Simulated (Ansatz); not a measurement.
**Cd2C (model cell, started as antifluorite): a soft mode frozen in**

Which phase does Cd2C (model cell, started as antifluorite) fall into along its unstable mode, and how much energy does it gain?

Calculated with Ansatz 0.2.0; DFT PBEsol, scalar-relativistic, plane waves, PAW.

This is a report of a sequence of runs, with most program output left out.

The structure was built from a prototype and need not be the compound's stable phase.

## 1. Starting point

Symmetry: Fm-3m, No. 225, cubic system. The conventional cell has a = 5.777 Å, b = 5.777 Å, c = 5.777 Å, α = 90.00°, β = 90.00°, γ = 90.00°. C has 8 Cd at 2.50 Å nearest. Nearest to Cd lie 4 C at 2.50 Å. Farther neighbours are not listed.

Coordinates:

```cif
data_structure
_symmetry_space_group_name_H-M 'P 1'
_symmetry_Int_Tables_number 1
_cell_length_a 4.0848
_cell_length_b 4.0848
_cell_length_c 4.0848
_cell_angle_alpha 60.000
_cell_angle_beta 60.000
_cell_angle_gamma 60.000
_cell_volume 48.19
loop_
_atom_site_label
_atom_site_type_symbol
_atom_site_fract_x
_atom_site_fract_y
_atom_site_fract_z
_atom_site_occupancy
C1 C 0.00000 0.00000 0.00000 1
Cd2 Cd 0.25000 0.25000 0.25000 1
Cd3 Cd 0.75000 0.75000 0.75000 1
```

## 2. Response at finite wavevector

The cell comes from relaxations at this level that are not shown. Stability and thermal properties need the whole zone. Linear response on a 4×4×4 q mesh gives force constants as far as a supercell of that size would.

File input.yaml:

```yaml
crystal:
  lattice:
    - [0.0, 2.8883649712, 2.8883649712]
    - [2.8883649712, 0.0, 2.8883649712]
    - [2.8883649712, 2.8883649712, 0.0]
  atoms:
    - { symbol: C, position: [0.0, 0.0, 0.0] }
    - { symbol: Cd, position: [0.25, 0.25, 0.25] }
    - { symbol: Cd, position: [0.75, 0.75, 0.75] }
kpoints:
  mp_grid: { grid: [12, 12, 12] }
hamiltonian:
  xc: pbesol
scf:
  occupations: { method: methfessel_paxton, width: 0.2 }
output:
  eigenvalues: true
phonons:
  method: dfpt
  qmesh: [4, 4, 4]
  temperatures: { t_max: 1000, t_step: 50 }
  qpath:
    path:
      - [[0.0, 0.0, 0.0], [0.5, 0.0, 0.5], [0.625, 0.25, 0.625]]
      - [[0.375, 0.375, 0.75], [0.0, 0.0, 0.0], [0.5, 0.5, 0.5], [0.5, 0.25, 0.75], [0.5, 0.0, 0.5]]
    npoints: 10
```

Run with:

```
$ ansatz run input.yaml --threads 4 --pin off --max-ram 7168MiB --backend cpu --events-out ev --progress --plain --runs-dir out
```

Run time: 5.7 min. Hardware: 4 threads of AMD EPYC 9R14 (Zen 4), shared host; peak memory 4.3 GiB.

Numbers from this step:

| Quantity | Value |
| --- | --- |
| volume per atom | 16.06 Å³ |
| gap on the k-mesh | 0 eV |
| sum-rule residual before enforcement | 2.40e-5 eV/Å² |
| lowest frequency on the path | -35.61 cm⁻¹ |
| point group | m-3m |
| highest frequency on the path or at a solved wavevector | 378.4 cm⁻¹ |
| highest optical mode at the zone centre (no LO-TO term) | 170.5 cm⁻¹ |
| lowest optical zone-centre mode | 143.1 cm⁻¹ |
| lowest mode on the q mesh (acoustic modes at Γ apart) | -35.61 cm⁻¹ |

Frequencies (cm⁻¹) solved at each irreducible wavevector; negative means imaginary. Frequencies by wavevector, by row:

```csv
q in reciprocal lattice units,star,mode 1,mode 2,mode 3,mode 4,mode 5,mode 6,mode 7,mode 8,mode 9
0 0 0,1,0,0,0,143.1,143.1,143.1,170.5,170.5,170.5
0 0 0.25,8,56.4,56.4,89.8,131.5,131.5,135.8,223.5,223.5,326.5
0 0 -0.5,4,89.6,89.6,109.5,110.4,110.4,143.2,243.4,243.4,346.4
0 0.25 0.25,6,23.8,23.8,101.3,129.4,140.5,140.5,262.4,262.4,348.6
0 0.25 -0.5,24,51.5,58.7,63.8,128.8,138,161.4,282.9,326.1,360.3
0 0.25 -0.25,12,20,101.5,101.6,102.7,128.4,151.7,267.9,326.3,349.4
0 -0.5 -0.5,3,-35.6,29.3,29.3,135.1,135.1,185.7,293,293,374.7
0.25 -0.5 -0.25,6,-27.4,19.2,103.8,103.8,151.7,169.5,323.7,351.5,351.5
```

Interpolated from a 4×4×4 q mesh. The phonon branches at the labelled points (cm⁻¹):

```
    point  branch 1  branch 2  branch 3  branch 4  branch 5  branch 6  branch 7  branch 8  branch 9
        Γ         0         0         0       143       143       143       170       170       170
  halfway        24        24       101       129       140       140       262       262       349
        X       -36        29        29       135       135       186       293       293       375
  halfway       -34        38        41       133       138       182       294       311       373
        U       -26        58        62       127       139       173       293       341       367
jump to K       -26        58        62       127       139       173       293       341       367
  halfway        25        82       110       118       120       146       242       285       335
        Γ         0         0         0       143       143       143       170       170       170
  halfway        56        56        90       132       132       136       224       224       326
        L        90        90       110       110       110       143       243       243       346
  halfway        55        59       100       109       140       156       283       322       356
        W       -27        19       104       104       152       170       324       352       352
  halfway       -32        25        62       129       143       179       309       314       371
        X       -36        29        29       135       135       186       293       293       375
```

Symmetry leaves 8 wavevectors to solve. The lowest mode among them, the acoustic zeros apart, lies at q = (0, -0.5, -0.5) and is imaginary, 35.6i cm⁻¹, so the energy falls along it.

## 3. The mode frozen in, largest atomic shift 0 Å

The mode followed lies at q = (0, -0.5, -0.5) with frequency 35.6i cm⁻¹, the softest among the wavevectors solved. At small amplitude the distorted cell has space group no. 137 by a symmetry search on the positions. The undistorted cell that holds it gives the zero of energy on the same k mesh.

System of this step: Cd2C (model cell, started as antifluorite). Symmetry: Fm-3m, No. 225, cubic system. The conventional cell has a = 5.777 Å, b = 5.777 Å, c = 5.777 Å, α = 90.00°, β = 90.00°, γ = 90.00°. Nearest to C lie 8 Cd at 2.50 Å. Cd has 4 C at 2.50 Å nearest. Farther neighbours are not listed.

File input.yaml:

```yaml
crystal:
  lattice:
    - [0.0, -2.8883649712, -2.8883649712]
    - [0.0, 2.8883649712, -2.8883649712]
    - [5.7767299423, 0.0, 0.0]
  atoms:
    - { symbol: C, position: [0.5, 0.5, 0.5] }
    - { symbol: C, position: [0.0, 1.0, 0.0] }
    - { symbol: Cd, position: [0.0, 0.5, 0.75] }
    - { symbol: Cd, position: [0.5, 0.0, 0.25] }
    - { symbol: Cd, position: [1.0, 0.5, 0.25] }
    - { symbol: Cd, position: [0.5, 0.0, 0.75] }
kpoints:
  mp_grid: { grid: [10, 10, 6] }
hamiltonian:
  xc: pbesol
scf:
  occupations: { method: methfessel_paxton, width: 0.2 }
output:
  forces: true
  stress: true
  eigenvalues: true
```

Elapsed: 2.4 s, on 4 threads; peak memory 0.66 GiB.

This step gave:

* pressure: -0.02775 GPa
* energy from the undistorted cell: 0 meV/atom

The run ends at a pressure of -0.03 GPa.

## 4. The mode frozen in, largest atomic shift 0.45 Å

The atoms are moved along the unstable eigenvector, the largest shift by 0.45 Å, with the cell fixed.

input.yaml, the sections that differ from step 3:

```yaml
crystal:
  lattice:
    - [0.0, -2.8883649712, -2.8883649712]
    - [0.0, 2.8883649712, -2.8883649712]
    - [5.7767299423, 0.0, 0.0]
  atoms:
    - { symbol: C, position: [0.5, 0.5, 0.5] }
    - { symbol: C, position: [0.0, 1.0, 0.0] }
    - { symbol: Cd, position: [0.0, 0.5, 0.6721012572] }
    - { symbol: Cd, position: [0.5, 0.0, 0.3278987428] }
    - { symbol: Cd, position: [1.0, 0.5, 0.1721012572] }
    - { symbol: Cd, position: [0.5, 0.0, 0.8278987428] }
# kpoints, hamiltonian, scf, output: as in step 3
```

Wall time 2.5 s (4 threads); peak memory 0.65 GiB.

Numbers from this step:

| Item | Value |
| --- | --- |
| pressure | 2.690 GPa |
| gap on the k-mesh | 0.006195 eV |
| energy from the undistorted cell | -12.79 meV/atom |

The energy, extrapolated to zero smearing, is -12.79 meV/atom against the undistorted cell.

The run ends at a pressure of 2.69 GPa, with forces up to 0.040 eV/Å.

## 5. Energy along the mode, all amplitudes (two of the runs are shown above)

An imaginary frequency means negative curvature, so the energy should fall and then rise again as anharmonic terms take over.

Numbers from this step:

| Item | Value |
| --- | --- |
| depth at the lowest point sampled | 12.79 meV/atom |
| largest atomic shift at that point | 0.45 Å |

The energy from the parent by largest atomic shift:

```
largest atomic shift (Å)  energy from the parent (meV/atom)
                   0.000                                  0
                   0.040                             -0.284
                   0.080                              -1.11
                   0.140                              -3.23
                   0.220                              -7.05
                   0.320                              -11.6
                   0.450                              -12.8
                   0.600                             -0.244
```

Displacement at unit largest shift by atom:

```csv
atom,x (Å),y (Å),z (Å),size
C1,0.00,0.00,0.00,0.00
C2,0.00,0.00,0.00,0.00
Cd3,-1.00,0.00,0.00,1.00
Cd4,1.00,0.00,0.00,1.00
Cd5,-1.00,0.00,0.00,1.00
Cd6,1.00,0.00,0.00,1.00
```

The lowest of the steps tried is at 0.45 Å, 12.8 meV/atom below the parent; the bottom of the well need not coincide with a step.

## 6. Relaxing from the distorted cell

Starting from the lowest point found, all atoms and the cell are let go, so that strain and other modes of the same symmetry can join in.

input.yaml: that of step 4 with these lines changed.

```diff
@@ -22 +22,6 @@
   eigenvalues: true
+relax:
+  adjacent_minimum: "off"
+  f_tol: 0.002
+  max_steps: 120
+  cell: { stress_tol: 0.03 }
```

Run time: 32 s. Hardware: 4 threads; peak memory 0.74 GiB.

Step by step:

```csv
step,energy less that of the first step (eV),largest force component (eV/Å),pressure (GPa),volume (Å³)
1,0.0000,0.0397,2.69,96.39
2,-0.0726,0.1078,-1.05,100.65
3,-0.0785,0.0929,-0.52,100.20
4,-0.0925,0.0403,0.69,99.77
5,-0.1030,0.0086,-0.02,101.87
6,-0.1034,0.0115,-0.08,102.29
7,-0.1036,0.0012,0.00,102.33
8*,-0.1120,0.0018,0.09,102.33
9,-0.1121,0.0017,0.00,102.66
10,-0.1120,0.0001,0.00,102.74
11*,-0.1124,0.0001,0.00,102.74
```

Relaxation steps marked * repeat the geometry before them on a plane-wave basis chosen anew for their cell, so energy and pressure can jump there.

The run keeps the 16 symmetry operations that it works with, so distortions that break them were not tested.

| conventional cell, symmetrised | before | after | change |
| --- | --- | --- | --- |
| a (Å) | 4.085 | 4.055 | -0.7 % |
| b (Å) | 4.085 | 4.055 | -0.7 % |
| c (Å) | 5.777 | 6.248 | +8.2 % |
| volume (Å³/atom) | 16.06 | 17.12 | +6.6 % |

The atoms that moved most (Å, as changes of fractional coordinates times the final cell):

| atom | dx | dy | dz | length |
| --- | --- | --- | --- | --- |
| Cd4 | 0.164 | 0.000 | 0.000 | 0.164 |
| Cd5 | -0.164 | 0.000 | 0.000 | 0.164 |
| Cd3 | -0.164 | 0.000 | 0.000 | 0.164 |
| Cd6 | 0.164 | 0.000 | 0.000 | 0.164 |

This step gave:

```
pressure          : 0.004673 GPa
volume per atom   : 17.12 Å³
gap on the k-mesh : 0.05336 eV
```

The distorted start has space group P4_2/nmc; the relaxation ends in P4_2/nmc.

## 7. The new phase in its own primitive cell

The relaxed structure is symmetrised, reduced to its primitive cell and relaxed tightly, as its phonons need.

File input.yaml:

```yaml
crystal:
  lattice:
    - [4.0550079998, 0.0, 0.0]
    - [0.0, 4.0550079998, 0.0]
    - [0.0, 0.0, 6.2484902658]
  atoms:
    - { symbol: C, position: [0.5, 0.5, 0.5] }
    - { symbol: C, position: [0.0, 0.0, 0.0] }
    - { symbol: Cd, position: [0.0, 0.5, 0.6457907002] }
    - { symbol: Cd, position: [0.5, 0.0, 0.3542092998] }
    - { symbol: Cd, position: [0.0, 0.5, 0.1457907002] }
    - { symbol: Cd, position: [0.5, 0.0, 0.8542092998] }
kpoints:
  mp_grid: { grid: [8, 8, 6] }
hamiltonian:
  xc: pbesol
scf:
  occupations: { method: methfessel_paxton, width: 0.2 }
output:
  forces: true
  stress: true
  eigenvalues: true
relax:
  adjacent_minimum: "off"
  f_tol: 0.001
  max_steps: 60
  cell: { stress_tol: 0.01 }
```

Run time: 7 s. Hardware: 4 threads; peak memory 0.62 GiB.

Little changed from the start: no atom moved by 0.005 Å and no cell edge by 0.1 %.

This step gave:

| Property | Result |
| --- | --- |
| pressure | 0.001349 GPa |
| gap on the k-mesh | 0 eV |

The largest force component left is 0.35 meV/Å and the pressure is 0.001 GPa, within the tolerances set. The cell now holds 17.12 Å³/atom.

## 8. Modes of the new phase, k-mesh 8×8×6

A relaxed structure may still be a saddle point, so its zone-centre modes are computed. No field response is asked, since the mesh shows no gap.

input.yaml, the sections that differ from step 7:

```yaml
crystal:
  lattice:
    - [4.0553634201, 0.0, 0.0]
    - [0.0, 4.0553634201, 0.0]
    - [0.0, 0.0, 6.246587633]
  atoms:
    - { symbol: C, position: [0.5, 0.5, 0.5] }
    - { symbol: C, position: [0.0, 0.0, 0.0] }
    - { symbol: Cd, position: [0.0, 0.5, 0.6457383028] }
    - { symbol: Cd, position: [0.5, 0.0, 0.3542616972] }
    - { symbol: Cd, position: [0.0, 0.5, 0.1457383028] }
    - { symbol: Cd, position: [0.5, 0.0, 0.8542616972] }
output:
  eigenvalues: true
phonons:
  method: dfpt
# kpoints, hamiltonian, scf: as in step 7
# relax: removed
```

The job ended after 52 s (4 threads; peak memory 1.7 GiB).

Numbers from this step:

```yaml
sum_rule_residual_before_enforcement: 1.51e-5 eV/Å²
point_group: 4/mmm
highest_optical_mode_at_the_zone_centre_no_lo_to_term: 495.0 cm⁻¹
lowest_optical_zone_centre_mode: -97.04 cm⁻¹
```

Patterns of degenerate modes are one choice out of their space. The modes at Γ (shares of kinetic energy by element, %) (negative means imaginary):

```csv
mode,frequency (cm⁻¹),symmetry,C %,Cd %
1,-97.0,A2u,95,5
2,-23.5,Eu,6,94
3,-23.5,Eu,6,94
4,0.0,acoustic,5,95
5,0.0,acoustic,5,95
6,0.0,acoustic,5,95
7,54.0,Eg,5,95
8,54.0,Eg,5,95
9,62.0,A1g,0,100
10,90.3,Eg,5,95
11,90.3,Eg,5,95
12,103.0,B1g,2,98
13,136.5,B2u,0,100
14,306.0,B1g,98,2
15,465.4,Eu,89,11
16,465.4,Eu,89,11
17,495.0,Eg,90,10
18,495.0,Eg,90,10
```

Displacements in mode 1 (-97.0 cm⁻¹), the largest set to 1:
```
C1   0.00  0.00  1.00
C2   0.00  0.00  1.00
Cd3  0.00  0.00 -0.05
Cd4  0.00  0.00 -0.05
Cd5  0.00  0.00 -0.05
Cd6  0.00  0.00 -0.05
```

Displacements in mode 14 (306.0 cm⁻¹), the largest set to 1:
```
C1   0.00  0.00  1.00
C2   0.00  0.00 -1.00
Cd3  0.00  0.00 -0.03
Cd4  0.00  0.00 -0.03
Cd5  0.00  0.00  0.03
Cd6  0.00  0.00  0.03
```

Before it was imposed, the acoustic sum rule was missed by 1.5e-5 eV/Å². Small misses are needed for a sound result but don't prove that mesh and cutoff are converged. The lowest optical mode is imaginary, 97.0i cm⁻¹, so the energy falls along it.

## 9. What came out

| Item | Value |
| --- | --- |
| unstable mode of the parent | q = (0, -0.5, -0.5), 36i cm⁻¹ |
| depth at the lowest point sampled | 12.8 meV/atom |
| largest atomic shift at that point | 0.45 Å |
| space group reached (within 0.01 Å) | P4_2/nmc |
| energy gained over the parent (first relaxation, on the mesh of the frozen mode) | 31.6 meV/atom |
| volume per atom, phase reached | 17.1 Å³ |
| lowest optical zone-centre mode, phase reached | -97.0 cm⁻¹ |
| highest optical mode at the zone centre (no LO-TO term), phase reached | 495 cm⁻¹ |

In words: Along this mode the structure falls into P4_2/nmc, 31.6 meV/atom below the parent. At the parent's cell the well is 12.79 meV/atom deep on the steps tried, with its lowest point at a shift of 0.45 Å. Relaxing atoms and cell changes the gain by +18.78 meV/atom against the lowest step (energies at zero smearing). The new phase still has an imaginary mode at the zone centre of its cell, so it is a saddle point on the way to a lower structure. Of the 2 patterns followed to their end from this parent, this one ends 149 meV/atom above the lowest, Pn-3m. Each path keeps the symmetry of its pattern, so a lower phase may lie along a pattern not tried. With no gap, or one that is small against the smearing, the frequencies hang on the k mesh and the smearing, most of all near Kohn anomalies. A phonon run warned that its eigensolver left some bands unconverged in a pass. The starting cell was built on a prototype and not taken from a measurement, so the phase need not exist.

[Logs are printed without paths, hosts, clocks, repeated set-up lines and the standing remarks that a program may print on its own settings, such as how far it seeks lower states.]

[Hosts, paths, dates, database ids (printed as entryN), source tags and the programs' standing remarks are cut or masked in the printed files.]
